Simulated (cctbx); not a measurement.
# RbLi3TeW with cctbx, script by script

Library: cctbx 2025.11. The data are simulated by the first script.

## 1. Simulate the data

run.py:

```python
from cctbx import adptbx, crystal, miller, sgtbx, xray
from cctbx.array_family import flex
from iotbx.shelx import hklf
from scitbx import matrix
import scitbx.random

cs = crystal.symmetry(unit_cell=(16.862, 4.573, 8.912, 90, 114.06, 90), space_group_symbol='Hall: -C 2y')  # C2/m
atoms = [  # label, site, U (iso, or U11 U22 U33 U12 U13 U23 in A^2), occupancy
    ("W1", (0.9775, 0.5, 0.775), (0.0101, 0.0090, 0.0141, 0.0000, 0.0055, 0.0000), 1),
    ("Te1", (0.803, 0, 0.3015), (0.0071, 0.0051, 0.0068, 0.0000, 0.0020, 0.0000), 1),
    ("Rb1", (0.8624, 0, 0.9472), (0.0078, 0.0123, 0.0099, 0.0000, 0.0024, 0.0000), 1),
    ("Li1", (0.9126, 0.5, 0.3766), (0.0274, 0.0188, 0.0334, 0.0000, 0.0116, 0.0000), 1),
    ("Li2", (0.9333, 0, 0.5916), (0.0202, 0.0196, 0.0215, 0.0000, 0.0082, 0.0000), 1),
    ("Li3", (0.806, 0.5, 0.5357), (0.0205, 0.0169, 0.0174, 0.0000, 0.0053, 0.0000), 1),
]
xs = xray.structure(crystal_symmetry=cs)
for label, site, u, occ in atoms:
    u = adptbx.u_cif_as_u_star(cs.unit_cell(), u) if isinstance(u, tuple) else u
    xs.add_scatterer(xray.scatterer(label, site=site, u=u, occupancy=occ))
xs.set_inelastic_form_factors(0.71073, "sasaki")
xs.show_summary()
p1 = xs.expand_to_p1()
ms = miller.build_set(p1, anomalous_flag=True, d_min=0.75)
flex.set_random_seed(298184)
scitbx.random.set_random_seed(298184)
ms = ms.select(flex.random_double(ms.size()) < 0.8)
i = ms.structure_factors_from_scatterers(p1, algorithm="direct").f_calc().as_intensity_array().data()
i = i * 40000 / flex.max(i)
sig = flex.sqrt(i + flex.pow2(0.06 * i) + 2 ** 2)
noise = scitbx.random.variate(scitbx.random.normal_distribution())(i.size())
data = ms.array(data=i + sig * noise, sigmas=sig).set_observation_type_xray_intensity()
with open("data.hkl", "w") as f:
    data.export_as_shelx_hklf(f)
print("reflections written:", data.size(), " <I/sigma> = %.1f" % flex.mean(data.data() / data.sigmas()))
for h, a, b in list(data.sort("data"))[:12]:
    print("%4d%4d%4d %9.1f %7.1f" % (h + (a, b)))
```

```console
$ python run.py
```

```text
Number of scatterers: 6
At special positions: 6
Unit cell: (16.862, 4.573, 8.912, 90, 114.06, 90)
Space group: C 1 2/m 1 (No. 12)
reflections written: 4939  <I/sigma> = 6.6
   0  -2   0   42549.9  2408.3
  -3  -1   0   37986.3  2082.1
   0   2   0   36501.3  2408.3
   3   1   0   35815.8  2082.1
   3  -1   0   33702.8  2082.1
   8   0  -1   29907.7  1728.4
   5  -1  -5   26254.3  1514.9
  -4   0   2   25782.1  1587.4
  -8   0   1   25404.2  1728.4
   2   0  -5   25104.1  1438.1
 -11  -1   1   24486.9  1334.3
  -5   1   5   23999.3  1514.9
```

It took 0.23 s on 1 thread of Arm Neoverse V2 (shared host), peak memory 0.07 GiB.

## 2. Symmetry

run.py:

```python
from cctbx import crystal, sgtbx, statistics
from cctbx.array_family import flex
from iotbx.shelx import hklf

p1 = crystal.symmetry(unit_cell=(16.862, 4.573, 8.912, 90, 114.06, 90), space_group_symbol="P 1")
raw = hklf.reader(file_name="data.hkl").as_miller_arrays(crystal_symmetry=p1, anomalous=True)[0]
print(raw.size(), "reflections to d = %.3f A" % raw.d_min())
isig = raw.data() / raw.sigmas()
print("centring   violations  <I/sigma> of those")
best = "P"
for c in "ABCIRF":
    a = raw.customized_copy(space_group_info=sgtbx.space_group_info("Hall: %s 1" % c)).sys_absent_flags().data()
    m = flex.mean(isig.select(a))
    print("%5s %10d of %5d %8.1f" % (c, (isig.select(a) > 4).count(True), a.count(True), m))
    if (isig.select(a) > 4).count(True) < 0.01 * a.count(True):
        best = c
raw = raw.select(~raw.customized_copy(space_group_info=sgtbx.space_group_info("Hall: %s 1" % best)).sys_absent_flags().data())
isig = raw.data() / raw.sigmas()
rows = []
for s in sgtbx.space_group_symbol_iterator():
    g = sgtbx.space_group(s)
    if g.conventional_centring_type_symbol() != best or not g.is_compatible_unit_cell(p1.unit_cell(), 1e-3, 0.02):
        continue
    rows.append((s, g))
print("Laue class    unique    Rint  (classes that these axes allow; Friedel mates merged)")
rint = {}
for s, g in rows:
    laue = g.build_derived_patterson_group()
    key = laue.type().hall_symbol()
    if key not in rint:
        m = raw.customized_copy(space_group_info=laue.info(), anomalous_flag=False).merge_equivalents()
        rint[key] = m.r_int()
        print("%-14s %6d %7.3f" % (laue.type().lookup_symbol(), m.array().size(), m.r_int()))
floor = min(rint.values())
good = [(s, g) for s, g in rows if rint[g.build_derived_patterson_group().type().hall_symbol()] < 2 * floor + 0.03]
top = max(g.build_derived_patterson_group().order_z() for s, g in good)
print("space group    extra absences  I>4sigma  <I/sigma>")
for s, g in good:
    laue = g.build_derived_patterson_group()
    if laue.order_z() != top:
        continue
    a = raw.customized_copy(space_group_info=g.info()).sys_absent_flags().data()
    a &= ~raw.customized_copy(space_group_info=laue.info()).sys_absent_flags().data()
    bad = (isig.select(a) > 4).count(True)
    if bad <= 0.03 * a.count(True):
        print("%-16s %8d %10d %9s  %s" % (s.universal_hermann_mauguin(), a.count(True), bad, "%.1f" % flex.mean(isig.select(a)) if a.count(True) else "-", "centric" if g.is_centric() else "acentric"))
laue = max(good, key=lambda t: t[1].build_derived_patterson_group().order_z())[1].build_derived_patterson_group()
f = raw.customized_copy(space_group_info=laue.info(), anomalous_flag=False).merge_equivalents().array().eliminate_sys_absent().f_sq_as_f()
f.set_observation_type_xray_amplitude()
bins = max(3, min(8, f.size() // 12))
f.setup_binner(n_bins=bins)
w = statistics.wilson_plot(f, {e: n / laue.order_z() for e, n in {'W': 4.0, 'Te': 4.0, 'Rb': 4.0, 'Li': 12.0}.items()}, e_statistics=True)
print("Wilson B = %.2f A^2   <|E^2-1|> = %.3f (0.968 centric, 0.736 acentric)   E^2>4: %.1f %%" % (w.wilson_b, w.mean_e_sq_minus_1, w.percent_e_sq_gt_2))
print("shell (A)         n   <I/sigma>")
m = raw.customized_copy(space_group_info=laue.info(), anomalous_flag=False).merge_equivalents().array().eliminate_sys_absent()
for b in m.setup_binner(n_bins=bins).range_used():
    sel = m.binner().selection(b)
    print("%5.2f - %4.2f %6d %8.1f" % (min(m.binner().bin_d_range(b)[0] if m.binner().bin_d_range(b)[0] > 0 else 99, 99), m.binner().bin_d_range(b)[1], sel.count(True), flex.mean((m.data() / m.sigmas()).select(sel))))
```

```console
$ python run.py
```

```text
4939 reflections to d = 0.750 A
centring   violations  <I/sigma> of those
    A       1161 of  2500      6.5
    B       1161 of  2458      6.6
    C          0 of  2466      0.0
    I       1171 of  2493      6.6
    R       1530 of  3273      6.6
    F       1161 of  3712      4.4
Laue class    unique    Rint  (classes that these axes allow; Friedel mates merged)
C 1 2/m 1         864   0.045
space group    extra absences  I>4sigma  <I/sigma>
C 1 2 1                 0          0         -  acentric
C 1 m 1                 0          0         -  acentric
C 1 2/m 1               0          0         -  centric
Wilson B = 0.81 A^2   <|E^2-1|> = 0.893 (0.968 centric, 0.736 acentric)   E^2>4: 3.1 %
shell (A)         n   <I/sigma>
 8.14 - 1.50    119     21.2
 1.50 - 1.19    114     20.8
 1.19 - 1.04    111     20.3
 1.04 - 0.95    101     18.9
 0.95 - 0.88    106     21.1
 0.88 - 0.83    106     20.8
 0.83 - 0.78    106     17.7
 0.78 - 0.75    101     17.5
```

Time: 0.23 s.

## 3. Charge flipping

run.py:

```python
import itertools
from cctbx import crystal, maptbx
from cctbx.array_family import flex
from iotbx.shelx import hklf
from smtbx.ab_initio import charge_flipping as cf

cs = crystal.symmetry(unit_cell=(16.862, 4.573, 8.912, 90, 114.06, 90), space_group_symbol='Hall: -C 2y')  # C2/m
raw = hklf.reader(file_name="data.hkl").as_miller_arrays(crystal_symmetry=cs, anomalous=True)[0]
merged = raw.eliminate_sys_absent().merge_equivalents()
fo2 = merged.array().set_observation_type_xray_intensity()
f = fo2.average_bijvoet_mates().f_sq_as_f().resolution_filter(d_min=0.75)
p1 = f.expand_to_p1()
p1.setup_binner_counting_sorted(reflections_per_bin=max(40, p1.size() // 12))
work = p1.array(data=p1.data() / p1.amplitude_quasi_normalisations().data())
flex.set_random_seed(32506)
it = cf.weak_reflection_improved_iterator(delta=None, weak_reflection_fraction=0.2)
it.start(work, phases=flex.random_double(p1.size()) * 6.2832, f_000=0)
it.delta = 1.2 * it.rho_map.sigma()
print("cycle      R  skewness")
for n, st in enumerate(itertools.islice(it, 100)):
    if n % 8 == 0:
        print("%5d %6.3f %8.2f" % (n, st.r1_factor(), st.rho_map.skewness()))
rho = p1.phase_transfer(it.f_calc).fft_map().apply_volume_scaling()
polish = cf.low_density_elimination_iterator(constant_rho_c=rho.sigma())
polish.start(f_obs=p1, phases=it.f_calc, f_000=0)
for _ in range(8):
    next(polish)
print("origin shift          correlation  skewness")
maps = []
for fc, shift, cc in itertools.islice(cf.f_calc_symmetrisations(f, polish.f_calc, 0), 4):
    m = f.phase_transfer(fc).fft_map(symmetry_flags=maptbx.use_space_group_symmetry, resolution_factor=0.25).apply_sigma_scaling()
    maps.append((m.skewness(), cc, m))
    print("%6.3f %6.3f %6.3f %10.3f %9.2f" % (tuple(shift) + (cc, m.skewness())))
skew, cc, m = max((t for t in maps if t[1] > maps[0][1] - 0.04), key=lambda t: t[0])
print("taken: symmetry correlation %.3f, skewness %.2f" % (cc, skew))
peaks = m.peak_search(parameters=maptbx.peak_search_parameters(min_distance_sym_equiv=0.9, max_clusters=11)).all()
sps = cs.special_position_settings(min_distance_sym_equiv=0.5)
print("peak      x       y       z  mult  height/sigma")
for k, (x, h) in enumerate(zip(peaks.sites(), peaks.heights())):
    ss = sps.site_symmetry(x)
    print("Q%-3d %7.4f %7.4f %7.4f %4d %8.1f" % ((k + 1,) + tuple(t % 1 for t in ss.exact_site()) + (ss.multiplicity(), h)))
```

```console
$ python run.py
```

```text
cycle      R  skewness
    0  0.552     0.30
    8  0.515     1.94
   16  0.469     4.57
   24  0.431     5.22
   32  0.422     4.92
   40  0.435     4.99
   48  0.427     4.95
   56  0.431     4.64
   64  0.433     4.73
   72  0.441     4.79
   80  0.434     4.68
   88  0.434     4.64
   96  0.438     4.64
origin shift          correlation  skewness
-0.001  0.183  0.394      0.829      2.91
 0.335  0.180  0.144      0.818      2.03
 0.167  0.183  0.262      0.815      2.41
 0.356  0.182  0.348      0.814      2.14
taken: symmetry correlation 0.829, skewness 2.91
peak      x       y       z  mult  height/sigma
Q1    0.1411  0.5000  0.0367    4     16.4
Q2    0.1768  0.5000  0.4836    4     11.5
Q3    0.0604  0.0000  0.4187    4      6.9
Q4    0.0150  0.0000  0.2206    4      6.5
Q5    0.0973  0.5000  0.5589    4      6.0
Q6    0.2053  0.5000  0.6825    4      5.4
Q7    0.2351  0.5000  0.8867    4      4.6
Q8    0.0671  0.0000  0.9038    4      3.7
Q9    0.2166  0.5000  0.0877    4      3.5
Q10   0.1135  0.5000  0.4518    4      3.3
Q11   0.0016  0.2287  0.1688    8      2.8
```

Time: 0.32 s.

## 4. Refinement (model from the peaks)

run.py:

```python
import math
from cctbx import adptbx, crystal, maptbx, sgtbx, xray
from cctbx.array_family import flex
from cctbx.xray import observations
from iotbx.shelx import hklf
from scitbx.lstbx import normal_eqns_solving
from smtbx import absolute_structure, utils
from smtbx.refinement import constraints, least_squares

cs = crystal.symmetry(unit_cell=(16.862, 4.573, 8.912, 90, 114.06, 90), space_group_symbol='Hall: -C 2y')  # C2/m
atoms = [  # label, site, U (iso, or U11 U22 U33 U12 U13 U23 in A^2), occupancy
    ("Te1", (0.1411, 0.5, 0.0367), 0.0200, 1),
    ("W1", (0.1768, 0.5, 0.4836), 0.0200, 1),
    ("Rb1", (0.0604, 0, 0.4187), 0.0200, 1),
    ("Li1", (0.0016, 0.2287, 0.1688), 0.0200, 1),
]
xs = xray.structure(crystal_symmetry=cs)
for label, site, u, occ in atoms:
    u = adptbx.u_cif_as_u_star(cs.unit_cell(), u) if isinstance(u, tuple) else u
    xs.add_scatterer(xray.scatterer(label, site=site, u=u, occupancy=occ))
xs.set_inelastic_form_factors(0.71073, "sasaki")
raw = hklf.reader(file_name="data.hkl").as_miller_arrays(crystal_symmetry=cs, anomalous=True)[0]
merged = raw.eliminate_sys_absent().merge_equivalents()
fo2 = merged.array().set_observation_type_xray_intensity()
print("Rint %.3f, %d unique reflections to %.2f A" % (merged.r_int(), fo2.size(), fo2.d_min()))
for sc in xs.scatterers():
    sc.flags.set_grad_site(True)
    sc.flags.set_grad_u_aniso(sc.flags.use_u_aniso())
    sc.flags.set_grad_u_iso(sc.flags.use_u_iso())
obs = fo2.as_xray_observations()
extra = {}
rep = constraints.reparametrisation(xs, [], utils.connectivity_table(xs), **extra)
ls = least_squares.crystallographic_ls(obs, rep, weighting_scheme=least_squares.mainstream_shelx_weighting(a=0, b=0))
print("cycle     R1     wR2    GooF  max shift (A)")
for cycle in range(6):
    ls.build_up()
    r1, wr2, goof = ls.r1_factor(cutoff_factor=2)[0], ls.wR2(), ls.goof()
    old = xs.sites_cart()
    normal_eqns_solving.levenberg_marquardt_iterations(ls, n_max_iterations=3, tau=0.0001, step_threshold=1e-7)
    big = flex.max((xs.sites_cart() - old).norms())
    print("%4d %7.4f %7.4f %7.3f %9.5f" % (cycle + 1, r1, wr2, goof, big))
    ls.build_up(objective_only=True)
    if abs(ls.wR2() - wr2) < 5e-5 and big < 5e-4:
        break
ls.build_up()
print("final R1 %.4f wR2 %.4f GooF %.3f  parameters %d  data/parameter %.1f" % (ls.r1_factor(cutoff_factor=2)[0], ls.wR2(), ls.goof(), ls.n_parameters, fo2.size() / ls.n_parameters))
cov = ls.covariance_matrix_and_annotations()
su = dict(zip(cov.annotations, (math.sqrt(max(v, 0)) for v in cov.matrix.matrix_packed_u_diagonal())))
a2 = cs.unit_cell().reciprocal_parameters()[0] ** -2
print("atom        x        y        z      Ueq    occ   su(xyz)  su(Uiso or U11)")
for sc in xs.scatterers():
    s = max(su.get(sc.label + k, 0) for k in (".x", ".y", ".z"))
    npd = "" if sc.is_positive_definite_u(cs.unit_cell()) else "  NPD"
    print("%-5s %8.5f %8.5f %8.5f %8.4f %6.3f %8.5f %7.4f%s" % ((sc.label,) + sc.site + (sc.u_iso_or_equiv(cs.unit_cell()), sc.occupancy, s, su.get(sc.label + ".uiso", su.get(sc.label + ".u11", 0) * a2), npd)))
fo = fo2.f_sq_as_f()
fc = fo.structure_factors_from_scatterers(xs, algorithm="direct").f_calc()
diff = fo.f_obs_minus_f_calc(1 / math.sqrt(ls.scale_factor()), fc).average_bijvoet_mates()
m = diff.fft_map(symmetry_flags=maptbx.use_space_group_symmetry, resolution_factor=0.25).apply_volume_scaling()
print("difference map: max %.2f min %.2f rms %.2f" % (m.statistics().max(), m.statistics().min(), m.statistics().sigma()))
peaks = m.peak_search(parameters=maptbx.peak_search_parameters(min_distance_sym_equiv=0.6, max_clusters=7)).all()
near = xs.closest_distances(peaks.sites(), distance_cutoff=4)
sps = cs.special_position_settings(min_distance_sym_equiv=0.5)
for k, (x, h) in enumerate(zip(peaks.sites(), peaks.heights())):
    ss = sps.site_symmetry(x)
    print("Q%-3d %7.4f %7.4f %7.4f %4d %7.2f  %.2f A from %s" % ((k + 1,) + tuple(t % 1 for t in ss.exact_site()) + (ss.multiplicity(), h, near.smallest_distances[k], xs.scatterers()[near.i_seqs[k]].label)))
```

```console
$ python run.py
```

```text
Rint 0.045, 864 unique reflections to 0.75 A
cycle     R1     wR2    GooF  max shift (A)
   1  0.8345  0.9670  20.730   0.28345
   2  0.8598  0.9698  20.790   0.20592
   3  0.7291  0.9236  19.801   0.13626
   4  0.8561  0.9729  20.857   0.32931
   5  0.7348  0.9267  19.866   0.15204
   6  0.7155  0.9169  19.657   0.14871
final R1 0.7081 wR2 0.9126 GooF 19.564  parameters 13  data/parameter 66.5
atom        x        y        z      Ueq    occ   su(xyz)  su(Uiso or U11)
Te1    0.14162  0.50000  0.03655   0.0001  1.000  0.00170  0.0069
W1     0.18882  0.50000  0.49381   0.0001  1.000  0.00184  0.0045
Rb1    0.03339  0.00000  0.42722   0.0001  1.000  0.00312  0.0059
Li1    0.02479  0.38592  0.19569   0.0228  1.000  0.08952  0.0697
difference map: max 670.49 min -248.03 rms 34.05
Q1    0.1413  0.5000  0.0391    4  678.02  0.03 A from Te1
Q2    0.1894  0.5000  0.4940    4  646.97  0.01 A from W1
Q3    0.0317  0.0000  0.4257    4  342.57  0.03 A from Rb1
Q4    0.0292  0.0000  0.2213    4  265.14  1.78 A from Li1
Q5    0.1991  0.5000  0.6823    4  228.19  1.62 A from W1
Q6    0.1473  0.5000  0.2391    4  163.96  1.77 A from Te1
Q7    0.1209  0.5000  0.3895    4  129.43  1.14 A from W1
```

Time: 0.52 s.

Figures of merit this high mean that the model is still wrong or incomplete.

## 5. Charge flipping

run.py, as its changes from the last script of this kind:

```diff
@@ -13,3 +13,2 @@
-p1.setup_binner_counting_sorted(reflections_per_bin=max(40, p1.size() // 12))
-work = p1.array(data=p1.data() / p1.amplitude_quasi_normalisations().data())
-flex.set_random_seed(32506)
+work = p1
+flex.set_random_seed(32507)
@@ -20,2 +19,2 @@
-for n, st in enumerate(itertools.islice(it, 100)):
-    if n % 8 == 0:
+for n, st in enumerate(itertools.islice(it, 200)):
+    if n % 16 == 0:
```

```console
$ python run.py
```

```text
cycle      R  skewness
    0  0.550     0.35
   16  0.418     4.28
   32  0.293     6.53
   48  0.234     6.47
   64  0.217     6.69
   80  0.199     6.53
   96  0.197     6.50
  112  0.193     6.47
  128  0.194     6.37
  144  0.189     6.39
  160  0.188     6.43
  176  0.188     6.38
  192  0.191     6.41
origin shift          correlation  skewness
 0.391  0.037  0.145      0.801      1.61
 0.210  0.033  0.415      0.800      1.56
 0.255  0.046  0.086      0.785      1.45
 0.450  0.038  0.270      0.786      1.38
taken: symmetry correlation 0.801, skewness 1.61
peak      x       y       z  mult  height/sigma
Q1    0.1991  0.0000  0.4201    4     10.3
Q2    0.0916  0.0000  0.6395    4      7.9
Q3    0.0369  0.5000  0.8334    4      7.2
Q4    0.1407  0.0000  0.3062    4      6.2
Q5    0.0785  0.5000  0.5957    4      5.5
Q6    0.2146  0.0000  0.3162    4      5.4
Q7    0.2434  0.0000  0.8741    4      5.2
Q8    0.0000  0.5000  0.5000    2      5.1
Q9    0.0665  0.3387  0.2871    8      4.5
Q10   0.1682  0.0000  0.7644    4      4.3
Q11   0.1411  0.0000  0.4389    4      4.3
```

Time: 0.36 s.

## 6. Refinement (model from the peaks)

run.py, as its changes from the last script of this kind:

```diff
@@ -12,4 +12,3 @@
-    ("Te1", (0.1411, 0.5, 0.0367), 0.0200, 1),
-    ("W1", (0.1768, 0.5, 0.4836), 0.0200, 1),
-    ("Rb1", (0.0604, 0, 0.4187), 0.0200, 1),
-    ("Li1", (0.0016, 0.2287, 0.1688), 0.0200, 1),
+    ("Rb1", (0.1991, 0, 0.4201), 0.0200, 1),
+    ("W1", (0.0916, 0, 0.6395), 0.0200, 1),
+    ("Te1", (0.0369, 0.5, 0.8334), 0.0200, 1),
@@ -60 +59 @@
-peaks = m.peak_search(parameters=maptbx.peak_search_parameters(min_distance_sym_equiv=0.6, max_clusters=7)).all()
+peaks = m.peak_search(parameters=maptbx.peak_search_parameters(min_distance_sym_equiv=0.6, max_clusters=8)).all()
```

```console
$ python run.py
```

```text
Rint 0.045, 864 unique reflections to 0.75 A
cycle     R1     wR2    GooF  max shift (A)
   1  0.9398  0.9935  21.249   0.67877
   2  0.8630  0.9714  20.776   0.40393
   3  0.8344  0.9559  20.445   0.01444
   4  0.8331  0.9551  20.427   0.01982
   5  0.8321  0.9548  20.422   0.05537
   6  0.8285  0.9534  20.392   0.06806
final R1 0.8131 wR2 0.9450 GooF 20.212  parameters 9  data/parameter 96.0
atom        x        y        z      Ueq    occ   su(xyz)  su(Uiso or U11)
Rb1    0.19462  0.00000  0.42399   0.0057  1.000  0.00287  0.0062
W1     0.08144  0.00000  0.65025   0.0553  1.000  0.00348  0.0085
Te1    0.10296  0.50000  0.87941   0.0246  1.000  0.00313  0.0075
difference map: max 581.35 min -201.30 rms 34.58
Q1    0.1967  0.0000  0.4295    4  600.97  0.05 A from Rb1
Q2    0.0825  0.0000  0.6439    4  545.29  0.07 A from W1
Q3    0.0971  0.5000  0.8714    4  303.34  0.10 A from Te1
Q4    0.1315  0.0000  0.1057    4  254.16  2.59 A from Rb1
Q5    0.0178  0.5000  0.9612    4  254.11  1.86 A from Te1
Q6    0.2371  0.0000  0.8781    4  206.76  2.58 A from W1
Q7    0.1543  0.0000  0.9740    4  201.82  2.47 A from Te1
Q8    0.0768  0.5000  0.6094    4  181.18  2.26 A from Te1
```

Run time: 0.52 s on 1 thread of Arm Neoverse V2 (shared host), peak memory 0.09 GiB.

Figures of merit this high mean that the model is still wrong or incomplete.

[Logs are printed without paths, hosts, clocks, repeated set-up lines and the standing remarks that a program may print on its own settings, such as how far it seeks lower states.]
